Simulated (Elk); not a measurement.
Planning a run of Elk 11.2.3 (patched build) on CuI (Marshite). The input:

```
tasks
  180

xctype
  20

rgkmax
  8.5

gmaxvr
  18.0

lmaxapw
  10

lmaxo
  8

nxlo
  2

lorbcnd
  .true.

autolinengy
  .true.

tshift
  .false.

spinorb
  .true.

ngridk
  4 4 4

vkloff
  0.05 0.15 0.25

nempty
  10

swidth
  0.00551

scissor
  0.04213

gmaxrf
  2.5

wplot
  225 100 0
  0.0 0.4137

optcomp
  1 1
  2 2
  3 3

sppath
  './'

avec
  0.0000000000 5.7287047468 5.7287047468
  5.7287047468 -0.0000000000 5.7287047468
  5.7287047468 5.7287047468 0.0000000000

atoms
  2
  'Cu.in'
  1
  0.2500000000 0.2500000000 0.2500000000
  'I.in'
  1
  0.0000000000 0.0000000000 0.0000000000
```

The database entry behind the starting cell differs from later determinations by our own check (about 0.15 % long (mineral sample)), so it need not match the best structure at ambient conditions.

```sh
OMP_NUM_THREADS=8 elk > log
```

Question: Estimate wall time and host memory on 8 threads of Arm Neoverse V2, shared host.

It took 4.2 min; on shared hardware allow 2.1 min to 8.4 min. Peak host memory was 0.41 GiB.

[Paths, hosts, dates, memory and timing lines, banners, echoed tables and standing remarks are left out of the program output.]

[Logs are printed without paths, hosts, clocks, repeated set-up lines and the standing remarks that a program may print on its own settings, such as how far it seeks lower states.]

[Runs of the session that timed out or met a known fault of the program may be left out.]

[Hosts, paths, dates, database ids (printed as entryN), source tags and the programs' standing remarks are cut or masked in the printed files.]
